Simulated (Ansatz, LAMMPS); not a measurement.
# Gap against volume in glassy 65SnO2-35SiO2 (mol %) (60 atoms)

Density of this cell: 4.92 g/cm³. The cell holds 60 atoms: 13 Sn, 7 Si and 40 O. Cell: a = 9.122 Å, b = 9.659 Å, c = 9.144 Å, α = 94.5°, β = 89.6°, γ = 90.4°. The starting structure: 60 atoms (13 Sn, 7 Si, 40 O) placed at random at 4.63 g/cm³, melted at 4000 K for 10 ps at fixed volume with the Morse and Coulomb pair potential with partial charges (Pedone, Malavasi, Menziani, Cormack and Segre, J. Phys. Chem. B 110, 11780 (2006)). Quenched from 4000 K to 300 K at 10 K/ps and fixed volume, held 10 ps at zero pressure, then minimised at fixed cell.

Calculated with Ansatz 0.2.0: Kohn-Sham DFT, PBE, PAW (set soft_2), plane waves; cutoff 420 eV, Γ point, fixed occupations. The relaxed cell was scaled evenly and the atoms were relaxed at each volume. The gap is that between the highest filled and the lowest empty Kohn-Sham level on the run's k-points.

| volume (Å³/atom) | gap (eV) |
| --- | --- |
| 12.045 | 1.694 |
| 12.581 | 1.539 |
| 12.982 | 1.458 |
| 13.384 | 1.285 |
| 13.785 | ? |
| 14.187 | 0.9288 |

**Question.** Fit a straight line in ln V to the rows given and interpolate to the withheld row.

Worked fit:

A volume deformation potential makes the spacing linear in u = ln(V/V0), with V0 = 13.384 Å³ the relaxed volume; v is the spacing.

```
u = ln(V/V0)  v (eV)
   -0.105361  1.6939
  -0.0618743  1.5386
  -0.0304594  1.4585
           0  1.2846
   0.0582686  0.9288
```

With n = 5: mean u = -0.0278852, mean v = 1.38088, Σ(u − ū)² = 0.015364, Σ(u − ū)(v − v̄) = -0.071445. Slope b = -0.071445 / 0.015364 = -4.6500; intercept a = v̄ − b ū = 1.2512.

At the withheld volume u = 0.02956, and v = a + b u.

Prediction at 13.785: 1.114 eV. The run gave 1.093 eV, so the fit is high by 0.021 eV (1.9 % of the value).

The slope, -4.65 eV, says that the spacing narrows on expansion. Among the rows given, the largest miss of the fit is at 12.982, by 0.066 eV (8.6 % of the range of the table).

Limits: The table spans 16 % in volume, wide for a linear law. Semilocal functionals tend to put gaps under measured ones. Only the Γ point is sampled. Defect or tail levels can set the spacing of a disordered cell.

[Logs are printed without paths, hosts, clocks, repeated set-up lines and the standing remarks that a program may print on its own settings, such as how far it seeks lower states.]

[Hosts, paths, dates, database ids (printed as entryN), source tags and the programs' standing remarks are cut or masked in the printed files.]
